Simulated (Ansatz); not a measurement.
# Series on twisted 1T-SnS2/1T-ZrS2 bilayer, by twist angle

How do forces, levels, charges and cost change with the twist angle, which sets the moiré cell and the mix of stacking registries?

Computed with Ansatz 0.2.0: Kohn-Sham DFT, PBE+D4, PAW (set soft_2). Every run is a single point, with the atoms held where the recipe put them (cutoff of the plane-wave runs 420 eV, fixed occupations).

First member: 1T-SnS2 (a = 3.65 Å) under 1T-ZrS2 (a = 3.66 Å), bilayer, commensurate cell of 13 unit cells a layer, twist 27.80 deg, both strained to the mean lattice constant; facing planes 3.29 Å apart; 16 Å of vacuum; layers as built, displaced by a Gaussian of 0.01 Å.

Last member: 1T-SnS2 (a = 3.65 Å) under 1T-ZrS2 (a = 3.66 Å), bilayer, commensurate cell of 19 unit cells a layer, twist 46.83 deg, both strained to the mean lattice constant; facing planes 3.29 Å apart; 16 Å of vacuum; layers as built, displaced by a Gaussian of 0.01 Å.

The members:

| twist angle (°) | reduced formula | atoms | valence electrons | k-mesh | basis |
| --- | --- | --- | --- | --- | --- |
| 27.80 | ZrSnS4 | 78 | 650 | 1×1×1 | plane waves |
| 38.21 | ZrSnS4 | 42 | 350 | 1×1×1 | plane waves |
| 46.83 | ZrSnS4 | 114 | 950 | 1×1×1 | plane waves |

The input of the first member, without its atom lines; other members have their own cell and atoms, and may differ in mesh, basis and outputs:

```yaml
crystal:
  lattice:
    - [13.1783, 0.0, 0.0]
    - [-6.58915, 11.41274, 0.0]
    - [0.0, 0.0, 25.17]
  atoms:
    [... 78 lines ...]
kpoints:
  mp_grid: { grid: [1, 1, 1] }
hamiltonian:
  xc: pbe
  dispersion: d4
scf:
  occupations: { method: fixed }
output:
  forces: true
  populations: true
  dos:
    method: { smearing: { sigma: 0.1 } }
    de: 0.1
    projected:
      site_lists:
        S: [S]
        Sn: [Sn]
        Zr: [Zr]
        layer_1: [0, 1, 2, 3, 4, 5, 6, 7, 8, 9, 10, 11, 12, 13, 14, 15, 16, 17, 18, 19, 20, 21, 22, 23, 24, 25, 26, 27, 28, 29, 30, 31, 32, 33, 34, 35, 36, 37, 38]
        layer_2: [39, 40, 41, 42, 43, 44, 45, 46, 47, 48, 49, 50, 51, 52, 53, 54, 55, 56, 57, 58, 59, 60, 61, 62, 63, 64, 65, 66, 67, 68, 69, 70, 71, 72, 73, 74, 75, 76, 77]
  eigenvalues: true
  write_density: true
  write_potential: true
  volumetric_format: npy
```

Q: What do these runs give, and what do they cost?

Results; charges are mean Löwdin charges in e:

| twist angle (°) | r.m.s. force (eV/Å) | gap (eV) | q(Zr) | q(Sn) | q(S) |
| --- | --- | --- | --- | --- | --- |
| 27.80 | 0.106 | 1.62 | +0.81 | +0.81 | -0.33 |
| 38.21 | 0.116 | 1.64 | +0.81 | +0.81 | -0.33 |
| 46.83 | 0.105 | 1.27 | +0.80 | +0.81 | -0.33 |

The gap is that between the highest filled and lowest empty Kohn-Sham level on the run's k-points; surface or edge levels can set it, and semilocal functionals tend to put gaps under measured ones. The projection misses up to 0.048 e an atom, so the charges add up to more than the cell's charge.

Bonds in each cell, which the recipe sets and DFT didn't move; cutoffs follow each cell's own g(r) within set bounds (mean length in Å, and neighbours of the second kind about the first):

| twist angle (°) | S-Sn length | S-Sn count | S-Zr length | S-Zr count |
| --- | --- | --- | --- | --- |
| 27.80 | 2.578 | 1.50 | 2.564 | 1.50 |
| 38.21 | 2.578 | 1.50 | 2.566 | 1.50 |
| 46.83 | 2.577 | 1.50 | 2.567 | 1.50 |

Cost on 8 threads of Arm Neoverse V2, shared host:

| twist angle (°) | atoms | basis | k-mesh | SCF cycles | time | host memory (GiB) | Δ force from the first basis (meV/Å) |
| --- | --- | --- | --- | --- | --- | --- | --- |
| 27.80 | 78 | plane waves | 1×1×1 | 9 | 31 s | 4.6 | - |
| 27.80 | 78 | support functions | 1×1×1 | 16 | 100 s | 5.6 | 0.66 |
| 38.21 | 42 | plane waves | 1×1×1 | 9 | 8.3 s | 2.0 | - |
| 38.21 | 42 | support functions | 1×1×1 | 18 | 60 s | 3.6 | 0.74 |
| 46.83 | 114 | plane waves | 1×1×1 | 9 | 77 s | 7.9 | - |
| 46.83 | 114 | support functions | 1×1×1 | 16 | 2.4 min | 7.4 | 0.61 |

Times include the outputs that each run asked for, on hosts shared with other jobs.

**Reading.** The gap is lowest at 46.8° (1.27 eV) and highest at 38.2° (1.64 eV), with no steady trend; each angle folds other k-points onto its coarse mesh, so sampling can make such differences. Support functions take 7.3 times the wall time of plane waves at 42 atoms and 1.9 times at 114 (the times hold unlike extra outputs; shared hosts, so rough).

**Limits.** Beside vacuum, support functions can miss their usual error bounds without a warning. The random displacements of the recipe add to the forces of every member.

[Logs are printed without paths, hosts, clocks, repeated set-up lines and the standing remarks that a program may print on its own settings, such as how far it seeks lower states.]

[Hosts, paths, dates, database ids (printed as entryN), source tags and the programs' standing remarks are cut or masked in the printed files.]
